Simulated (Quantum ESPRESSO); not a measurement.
Entries from a set of simulations; values are calculated unless marked as measured.

Magnetic state of YCrO4 from several starts. The structure is tetragonal, space group I4_1/amd (No. 141). Conventional cell: a = 7.112 Å, b = 7.112 Å, c = 6.251 Å, α = 90.00°, β = 90.00°, γ = 90.00°. Nearest to Y lie 8 O at 2.32 to 2.45 Å. Nearest to Cr lie 4 O at 1.67 Å. O has 1 Cr at 1.67 Å and 2 Y at 2.32 to 2.45 Å nearest. Farther neighbours and most contacts between anions are not listed. The calculation used PBEsol with U = 3.5 eV on Cr d (ortho-atomic projectors); plane waves with GBRV 1.5 PBEsol potentials, no spin-orbit coupling (and 1 further level or step) in Quantum ESPRESSO 7.5, with GBRV 1.5 PBEsol, cutoff 544.23 eV, 4×4×4 k-mesh, 67 bands, fermi-dirac occupations, smearing width 0.05 eV, collinear spin, SCF threshold 2.40e-8, Hubbard form dudarev, Hubbard projectors ortho-atomic, mesh matched on, starting moments 0 0 3 3 0 0 0 0 0 0 0 0 μB in one of its runs. The lowest state found is ferromagnetic (from ferro ++) and the largest site moment is 0.791 μB. The next state with moments is antiferromagnetic, 2.55 meV a seeded atom higher. It took 2 runs, 2.1 min in all on 4 MPI ranks of Intel Xeon Platinum 8559C (Emerald Rapids), shared host (the runs of this entry). The two lowest states lie so close that the mesh, the smearing, the functional or spin–orbit coupling could swap them. The smearing terms TS of the orders run from 0.63 to 2.7 meV a seeded atom, so the differences would change at a smaller width: an order with a larger TS is lowered more by the smearing. The run is spin-polarised, with a total moment of 2.00 μB a cell (absolute 2.56). Only these 2 starts were compared; other wavevectors, canted and longer-period orders were not.

[Hosts, paths, dates, database ids (printed as entryN), source tags and the programs' standing remarks are cut or masked in the printed files.]

[Where a cell is said to come from a database of computed structures, the database is the Materials Project.]
